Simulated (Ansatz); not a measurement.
## Σ7 (111) twist boundary in Si (84 atoms): a reference run and its variants

The cell holds 84 atoms: 84 Si. Its edges and angles: a = 10.160 Å, b = 10.160 Å, c = 18.604 Å, α = 90.0°, β = 90.0°, γ = 120.0°. It derives from Si (diamond-structure). Diamond-structure Si (a = 5.431 Å); two grains turned against each other by 81.79 deg about [111]; 1 x 1 coincidence cells, 1 lattice periods a grain, two boundaries a cell, upper grain shifted by [0.256, 0.544] of the boundary cell and opened by 0.2 Å, one atom of each pair nearer than 1.293 Å removed; annealed from 300 K for 3 ps and minimised with a classical potential (one cell length free). Regions: lower grain, 42 atoms (42 Si); upper grain, 42 atoms (42 Si).

Geometry: as built.

Reference run: Kohn-Sham DFT, PBE, PAW (set soft_2), plane waves (Ansatz 0.2.0), cutoff 750 eV, k-mesh 2×2×1, fermi-dirac smearing of 0.05 eV.

- r.m.s. force component: 0.1736 eV/Å
- SCF cycles: 7
- time: 64 s on 4 threads of Arm Neoverse V2, shared host

Q: Estimate how much each variant changes the results, and its time and memory.
- support functions medium
- support functions low
- support functions high
- support functions medium, radius 3.92 Å
- support functions medium, radius 4.25 Å
- support functions medium, radius 4.53 Å
- support functions medium, radius 4.85 Å
- support functions medium, radius 5.46 Å
- support functions medium, radius 6.07 Å

Differences are against the run with plane waves at 750 eV (Kohn-Sham DFT, PBE, PAW (set soft_2), plane waves), whose r.m.s. force component is 0.174 eV/Å. Energies are set beside the reference only for runs with its functional, potentials and electron count. Times are for 4 threads of Arm Neoverse V2, shared host.

| run | Δ force, r.m.s. (meV/Å) | share of r.m.s. force (%) | Δ energy (meV/atom) | cycles | time | host memory (GiB) |
| --- | --- | --- | --- | --- | --- | --- |
| reference | - | - | - | 7 | 64 s | 6.9 |
| support functions medium | 0.491 | 0.283 | -0.036 | 12 | 1.8 min | 2.9 |
| support functions low | 0.505 | 0.291 | -0.0367 | 11 | 96 s | 2.9 |
| support functions high | 0.436 | 0.251 | -0.0417 | 16 | 4 min | 4.3 |
| support functions medium, radius 3.92 Å | 0.519 | 0.299 | -0.0317 | 12 | 1.7 min | 2.8 |
| support functions medium, radius 4.25 Å | 0.454 | 0.262 | -0.0379 | 12 | 2 min | 3.2 |
| support functions medium, radius 4.53 Å | 0.438 | 0.252 | -0.037 | 12 | 2.3 min | 3.5 |
| support functions medium, radius 4.85 Å | 0.437 | 0.252 | -0.0367 | 12 | 2.9 min | 4.0 |
| support functions medium, radius 5.46 Å | 0.433 | 0.250 | -0.0367 | 12 | 4.6 min | 4.9 |
| support functions medium, radius 6.07 Å | 0.433 | 0.250 | -0.0367 | 12 | 7.1 min | 6.1 |

Among numerical settings the force difference runs from 0.43 meV/Å (support functions medium, radius 5.46 Å) to 0.52 meV/Å (support functions medium, radius 3.92 Å). At 84 atoms the fastest of the runs at a preset level, support functions low, takes 1.5 times the time of plane waves, in 11 SCF cycles against 7. Differences between support functions and plane waves include what basis error the plane-wave run still has. As the radius goes from 3.92 to 6.07 Å, the force difference goes from 0.52 to 0.43 meV/Å, and the time from 1.7 min to 7.1 min. 

[Hosts, paths, dates, database ids (printed as entryN), source tags and the programs' standing remarks are cut or masked in the printed files.]
